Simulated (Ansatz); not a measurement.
## MgPd (Pm-3m): phonons and vibrational spectra

Wanted: vibrations and spectra of MgPd (Pm-3m); the cell is already relaxed. After the zone centre comes a 4×4×4 q mesh on a 16×16×16 k mesh.

Method: DFT PBEsol, scalar-relativistic, plane waves, PAW; PAW set soft_1, in Ansatz 0.2.0.

## (1) The structure

Symmetry: Pm-3m, No. 221, cubic system. Conventional cell: a = 3.142 Å, b = 3.142 Å, c = 3.142 Å, α = 90.00°, β = 90.00°, γ = 90.00°. Nearest to Mg lie 8 Pd at 2.72 Å. Nearest to Pd lie 8 Mg at 2.72 Å. Farther neighbours are not listed.

As a file:

```cif
data_structure
_symmetry_space_group_name_H-M 'Pm-3m'
_symmetry_Int_Tables_number 221
_cell_length_a 3.1419
_cell_length_b 3.1419
_cell_length_c 3.1419
_cell_angle_alpha 90.000
_cell_angle_beta 90.000
_cell_angle_gamma 90.000
_cell_volume 31.02
loop_
_atom_site_label
_atom_site_type_symbol
_atom_site_symmetry_multiplicity
_atom_site_Wyckoff_symbol
_atom_site_fract_x
_atom_site_fract_y
_atom_site_fract_z
_atom_site_occupancy
Mg1 Mg 1 a 0.00000 0.00000 0.00000 1
Pd1 Pd 1 b 0.50000 0.50000 0.50000 1
```

## (2) Linear response at the zone centre

The cell comes from relaxations at this level that are not shown. The zone centre comes first: it holds the modes that light can see, as far as symmetry allows. No field response is asked, since the mesh shows no gap.

File input.yaml:

```yaml
crystal:
  lattice:
    - [3.141935055, 0.0, 0.0]
    - [0.0, 3.141935055, 0.0]
    - [0.0, 0.0, 3.141935055]
  atoms:
    - { symbol: Mg, position: [0.0, 0.0, 0.0] }
    - { symbol: Pd, position: [0.5, 0.5, 0.5] }
kpoints:
  mp_grid: { grid: [16, 16, 16] }
hamiltonian:
  xc: pbesol
  pseudopotentials: { kind: paw, azcp: { folder: soft_1 }, xc_functional: pbe }
scf:
  occupations: { method: methfessel_paxton, width: 0.2 }
output:
  eigenvalues: true
phonons:
  method: dfpt
```

The run is started by

```sh
> ansatz run input.yaml --threads 4 --pin off --max-ram 10240MiB --backend cpu --events-out ev --progress --plain --runs-dir out
```

Numbers of over 12 decimals in the logs are rounded to 6 here.

What it wrote:

```text
Engine: ansatz 0.2.0, aarch64-unknown-linux-gnu
Pseudopotentials: kind: paw
Pseudopotential: Mg, paw, valence charge 10, recommended cutoff 420 eV (normal), soft_1/Mg.paw.azcp
Pseudopotential: Pd, paw, valence charge 18, recommended cutoff 420 eV (normal), soft_1/Pd.paw.azcp
Functional definition: PBEsol
  exchange = pbesol_x
  correlation = pbesol_c
Crystal: 2 atoms, lattice volume = 31.016 Å³
Basis set: ecut = 420 eV, 619 PW (Γ), exchange–correlation on 48×48×48 points (8 copies of the dense FFT grid, shifted against one another)
Bands: 18, of which v1, the nominal top of the filled ones, is band 14 counted from 1 (13 counted from 0)
Symmetry: 48 space group operations
k-points: 405 of 4096 (irreducible under 8 space group operations, time reversal used)
Non-local potential: Mg, projectors of the file, l = 0: 3, l = 1: 2, l = 2: 1
Non-local potential: Pd, projectors of the file, l = 0: 2, l = 1: 2, l = 2: 2, l = 3: 1
PAW form: soft (Blöchl's): semilocal exchange-correlation on the pseudo side does not see the compensation charge
PAW frozen core: Mg, regenerated for the run's functional, and the local potential with it (the file was generated under x = pbe(κ = 0.804, μ = 0.219515), c = pbe(β = 0.066725))
PAW frozen core: Pd, regenerated for the run's functional, and the local potential with it (the file was generated under x = pbe(κ = 0.804, μ = 0.219515), c = pbe(β = 0.066725))
PAW one-centre angular grid: Mg, 110 points (default); XC on 64 Gauss nodes
PAW one-centre angular grid: Pd, 590 points (default); XC on 64 Gauss nodes
Initial density: superposition of atomic densities (chi_scale 0.1, normalization cell, long waves kept (reshape's long-wave potential 0.00 eV rms))
Initial wavefunctions: pseudopotential atomic-orbital guess
Functional: x = pbesol(κ = 0.804, μ = 0.123457), c = pbesol(β = 0.046)
SCF iter   1: F=—  HF=-8825.723180 eV  |F-HF|=—  |Δ(HF+E_count)|=         —  Δρ=2.69e-1  dr2=3.07e1  ethr=3.10e-3  ⟨swp⟩=5.2  Hψ=34302  notcnv=0
preconditioner: auto → none  [metal: Δε(μ)=0.037 eV  Ē_g=7.991 eV  σ=0.200 eV  W_gap=0.15  n_scr=6 (ndim 8)  ℏωp=23.1 eV  f_vac=0.000  D(μ)=0.47/eV (n_scr^D=0)  sad-step TF]
SCF iter   2: F=—  HF=-8822.580194 eV  |F-HF|=—  |Δ(HF+E_count)|=    3.14e0  S|Δr|=    0.00e0  Δρ=1.68e-1  dr2=1.30e1  ethr=3.10e-3  ⟨swp⟩=2.6  Hψ=17244  notcnv=0  defer=1
SCF iter   3: F=—  HF=-8820.192561 eV  |F-HF|=—  |Δ(HF+E_count)|=    2.39e0  S|Δr|=    0.00e0  Δρ=1.87e-2  dr2=1.61e-1  ethr=3.10e-3  ⟨swp⟩=3.4  Hψ=15241  notcnv=0  defer=5
SCF iter   4: F=—  HF=-8820.154374 eV  |F-HF|=—  |Δ(HF+E_count)|=   3.82e-2  S|Δr|=    0.00e0  Δρ=1.42e-3  dr2=2.46e-4  ethr=5.73e-4  ⟨swp⟩=2.0  Hψ=11437  notcnv=0  defer=22
SCF iter   5: F=—  HF=-8820.154342 eV  |F-HF|=—  |Δ(HF+E_count)|=   3.22e-5  S|Δr|=    0.00e0  Δρ=4.67e-4  dr2=4.74e-5  ethr=8.80e-7  ⟨swp⟩=2.0  Hψ=12682  notcnv=0  defer=22
SCF iter   6: F=—  HF=-8820.154321 eV  |F-HF|=—  |Δ(HF+E_count)|=   2.08e-5  S|Δr|=    0.00e0  Δρ=7.54e-5  dr2=1.25e-6  ethr=1.69e-7  ⟨swp⟩=2.0  Hψ=12428  notcnv=0  defer=22
SCF iter   7: F=—  HF=-8820.154322 eV  |F-HF|=—  |Δ(HF+E_count)|=   7.33e-7  S|Δr|=    0.00e0  Δρ=5.97e-6  dr2=6.62e-9  ethr=4.48e-9  ⟨swp⟩=2.1  Hψ=10457  notcnv=0  defer=22
SCF iter   8: F=—  HF=-8820.154322 eV  |F-HF|=—  |Δ(HF+E_count)|=  6.28e-10  S|Δr|=    0.00e0  Δρ=4.89e-7  dr2=5.89e-11  ethr=2.37e-11  ⟨swp⟩=2.1  Hψ=12307  notcnv=0  defer=22
SCF iter   9: F=-8820.154322 eV  HF=-8820.154322 eV  |F-HF|=0.00e0  |Δ(HF+E_count)|=  1.64e-11  S|Δr|=    0.00e0  Δρ=4.60e-8  dr2=1.07e-12  ethr=1.00e-12  ⟨swp⟩=5.8  Hψ=33110  notcnv=0
SCF 1 converged in 9 iterations: F = -8820.154322 eV  dr2 = 1.07e-12
  greatest PAW one-centre occupation: 1.000 electrons in one spin orbital (limit 2), on the Mg atom at site 0 (counted from 0), in its partial waves of l = 0
DFPT response loops at Γ: preconditioner auto → Kerker (q_TF=auto, 2.682 Å⁻¹) (partly filled bands, converged f_vac=0.000); β = 1.00, the filter's whole step (`scf.mixing.beta` (0.50) is not read by the response loops under this deck's `scf.mixing.preconditioner`; to damp them name `kerker` or `kerker_dos`, under which they read `scf.mixing.beta`, and type it under 1.00, their step now; both keys bind the ground state too); Broyden in place of MSR1
SCF converged after 9 iterations
Stability not checked: this state was not tested for a lower state beside it, because cold or Methfessel-Paxton smearing, or corrected tetrahedra, fill the levels in a way that the test cannot read (fill_not_monotonic; see scf.lower_state_search)
Free energy (F): -8820.154322 eV
Harris-Foulkes:  -8820.154322 eV  (|F-HF|=0.00e0)
Internal energy: -8820.155058 eV  (E = F + TS)
E sigma→0 (E₀):  -8820.154506 eV
Entropy (-TS):   0.000737 eV (0.368 meV/atom)
Fermi energy:    13.756156 eV
--- Per-component energies (eV) ---
  E_band       = -521.796016
  E_kinetic    = 521.950007
  E_local      = -3651.053756  (includes V_loc(G=0)·N_el)
  E_nonlocal   = 567.608465
  E_hartree    = 1359.650007
  E_xc         = -165.349139
  E_vxc        = -210.639005  (∫ρ·V_xc dr)
  E_paw        = -4035.028868  (= ΣΔE_a)
  E_vpaw       = -468.961857  (= ΣTr[D̂ρ^β])
  E_aug_tail   = 0.000078  (compensation charges beyond the density's cutoff)
  E_ewald      = -3418.293240
  E_core_change = 0.361388  (= ΣΔE_core)
  E_smearing   = 0.000737  (= −TS)
  E_closure    = 0.000000  (closes the sum)
  Σ components = -8820.154322   (vs F -8820.154322, Δ=0.00e0)
--- Band table (eV; the first three rows and the last of 405) ---
  k-point 0: bands = [... 10 lower, 9.5938, 11.6483, 11.6483, 11.6483, 20.8233, 20.8233, 20.8233, 23.6263]
  k-point 1: bands = [... 10 lower, 9.6223, 11.6139, 11.6139, 11.6521, 20.2155, 20.9145, 20.9145, 23.5746]
  k-point 2: bands = [... 10 lower, 9.7041, 11.5185, 11.5185, 11.6630, 19.0248, 21.1793, 21.1793, 23.4268]
  k-point 404: bands = [... 10 lower, 9.4286, 12.4141, 12.4141, 17.1392, 17.1392, 17.1392, 20.1507, 20.9525]
--- Phonons (Γ-DFPT): 2 representative perturbations + reference, on 405 of 4096 k-points (Σ response iterations 7) ---
  k mesh reduced under 8 symmetry operations, with k and −k counted as one. Each operation leaves every solved perturbation unchanged. A smaller set is not used because it would not reduce the number of displacements times k-points to solve
  ASR residual: 3.688e-5 → 0.000e0 eV/Å²; symmetrization residual: 8.115e-6 eV/Å²
  ASR residual per site (eV/Å²): 5.80e-6 3.69e-5
  Γ frequencies (cm⁻¹): 0.00 0.00 0.00 248.43 248.43 248.43
  non-analytic LO–TO correction: not included (Born effective charges unavailable; polar crystals: no LO–TO splitting at Γ)
```

Run time: 18 s. Hardware: 4 threads of Arm Neoverse V1, shared host; peak memory 0.82 GiB; 68 s of CPU time.

Numbers from this step:

```
volume per atom                                         : 15.51 Å³
gap on the k-mesh                                       : 0 eV
sum-rule residual before enforcement                    : 3.69e-5 eV/Å²
point group                                             : m-3m
highest optical mode at the zone centre (no LO-TO term) : 248.4 cm⁻¹
lowest optical zone-centre mode                         : 248.4 cm⁻¹
```

Patterns of degenerate modes are one choice out of their space. Modes at Γ, with each element's share of the kinetic energy:

```tsv
mode	frequency (cm⁻¹)	symmetry	Mg %	Pd %
1	0.0	acoustic	19	81
2	0.0	acoustic	19	81
3	0.0	acoustic	19	81
4	248.4	T1u	81	19
5	248.4	T1u	81	19
6	248.4	T1u	81	19
```

Displacements in mode 5 (248.4 cm⁻¹), the largest set to 1:
```
Mg1  1.00  0.00  0.00
Pd2 -0.23  0.00  0.00
```

Before it was imposed, the acoustic sum rule was missed by 3.7e-5 eV/Å². Small misses are needed for a sound result but don't prove that mesh and cutoff are converged. The lowest optical mode is real, 248 cm⁻¹.

[end of part 1 of 2]

[Logs are printed without paths, hosts, clocks, repeated set-up lines and the standing remarks that a program may print on its own settings, such as how far it seeks lower states.]

[Hosts, paths, dates, database ids (printed as entryN), source tags and the programs' standing remarks are cut or masked in the printed files.]
